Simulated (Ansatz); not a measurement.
# Series on Li+ BF4- in ethylene carbonate and dimethyl sulfoxide and propylene carbonate, by temperature

How do cells made at different temperatures differ in energy, pressure, forces, levels, charges and cost?

Computed with Ansatz 0.2.0: Kohn-Sham DFT, r2SCAN+D3(BJ), PAW (set soft_2). Every run is a single point, with the atoms held where the recipe put them (cutoff of the plane-wave runs 500 eV, fixed occupations).

First member: 4 ethylene carbonate, 4 dimethyl sulfoxide, 6 propylene carbonate, 5 Li+, 5 BF4- placed at random, at 1.36 g/cm³; overlaps pushed apart, then 10 ps at 550 K with stiff harmonic cages for PF6 and BF4 with UFF radii; Joung-Cheatham ions (J. Phys. Chem. B 112, 9020 (2008)); MMFF94 bonds, angles, torsions, charges and radii (Halgren, J. Comput. Chem. 17, 490 (1996)) in harmonic and 12-6 forms; charges of ions scaled by 0.8. Snapshot after 30 ps at 260 K and fixed volume.

Last member: 4 ethylene carbonate, 4 dimethyl sulfoxide, 6 propylene carbonate, 5 Li+, 5 BF4- placed at random, at 1.17 g/cm³; overlaps pushed apart, then 10 ps at 550 K with stiff harmonic cages for PF6 and BF4 with UFF radii; Joung-Cheatham ions (J. Phys. Chem. B 112, 9020 (2008)); MMFF94 bonds, angles, torsions, charges and radii (Halgren, J. Comput. Chem. 17, 490 (1996)) in harmonic and 12-6 forms; charges of ions scaled by 0.8. Snapshot after 30 ps at 440 K and fixed volume.

The members:

```tsv
temperature (K)	reduced formula	atoms	valence electrons	k-mesh	basis	density (g/cm³)
260	Li5B5H76C44S4O34F20	188	650	1×1×1	plane waves	1.36
300	Li5B5H76C44S4O34F20	188	650	1×1×1	plane waves	1.32
340	Li5B5H76C44S4O34F20	188	650	1×1×1	plane waves	1.28
380	Li5B5H76C44S4O34F20	188	650	1×1×1	plane waves	1.24
440	Li5B5H76C44S4O34F20	188	650	1×1×1	plane waves	1.17
```

Each cell is one sample from a classical run, so sample-to-sample scatter enters every column; pressures lack the kinetic term, and hold the strain of bonds inside molecules, whose lengths the classical model set.

The input of the first member, without its atom lines; other members have their own cell and atoms, and may differ in mesh, basis and outputs:

```yaml
crystal:
  lattice:
    - [12.86078, 0.0, 0.0]
    - [0.0, 12.86078, 0.0]
    - [0.0, 0.0, 12.86078]
  atoms:
    [... 188 lines ...]
kpoints:
  mp_grid: { grid: [1, 1, 1] }
hamiltonian:
  xc: r2scan
  dispersion: d3bj
scf:
  occupations: { method: fixed }
output:
  forces: true
  stress: true
  populations: true
  dos:
    method: { smearing: { sigma: 0.08 } }
    de: 0.1
    projected: { site_lists: { B: [B], C: [C], F: [F], H: [H], Li: [Li] } }
  eigenvalues: true
  write_density: true
  write_potential: true
  volumetric_format: npy
```

Results; charges are mean Löwdin charges in e:

```tsv
temperature (K)	energy less the first member's (meV/atom)	pressure (GPa)	r.m.s. force (eV/Å)	gap (eV)	q(S)	q(B)	q(Li)
260	0.0	-0.0197	1.03	4.14	+1.23	+0.94	+0.79
300	-5.0	0.268	0.981	4.34	+1.23	+0.94	+0.79
340	6.0	-0.177	1.04	4.56	+1.22	+0.95	+0.78
380	18.4	0.483	1.15	4.41	+1.20	+0.95	+0.79
440	25.4	0.276	1.15	4.54	+1.21	+0.95	+0.79
```

The gap is that between the highest filled and lowest empty Kohn-Sham level on the run's k-points, and semilocal functionals tend to put gaps under measured ones. The projection misses up to 0.044 e an atom, so the charges add up to more than the cell's charge.

Cost on 8 threads of Arm Neoverse V2, shared host:

```tsv
temperature (K)	atoms	basis	k-mesh	SCF cycles	time	host memory (GiB)
260	188	plane waves	1×1×1	11	53 s	6.3
300	188	plane waves	1×1×1	11	55 s	6.4
340	188	plane waves	1×1×1	11	55 s	6.5
380	188	plane waves	1×1×1	11	60 s	7.0
440	188	plane waves	1×1×1	11	62 s	7.2
```

Times include the outputs that each run asked for, on hosts shared with other jobs.

The energy against the first member is lowest at 300 K (-5.0 meV/atom) and highest at 440 K (25.4 meV/atom), rising overall but not at every step; each member is a single configuration. The gap is lowest at 260 K (4.14 eV) and highest at 340 K (4.56 eV); in single samples it varies with the configuration. The mean charge on S lies between +1.20 and +1.23 e, falling overall but not at every step. The density spans 1.17 to 1.36 g/cm³, so the columns mix its effect with that of the temperature. The pressure is lowest at 340 K (-0.18 GPa) and highest at 380 K (0.48 GPa); the recipes set unlike densities, and the bond lengths of the classical model enter the pressure too.

Caveats: The network of contacts between molecules at the start is that of the classical potential that made the cell, and needn't be the one that DFT or experiment would give. The cells aren't relaxed by DFT, which could reorder their energies.

[Logs are printed without paths, hosts, clocks, repeated set-up lines and the standing remarks that a program may print on its own settings, such as how far it seeks lower states.]

[Hosts, paths, dates, database ids (printed as entryN), source tags and the programs' standing remarks are cut or masked in the printed files.]

[The MMFF94 radii named for the starting cell were scaled by 0.96; in molecules described by MMFF94, hydrogen bound to N, O or S took a small fixed 12-6 site in their place.]
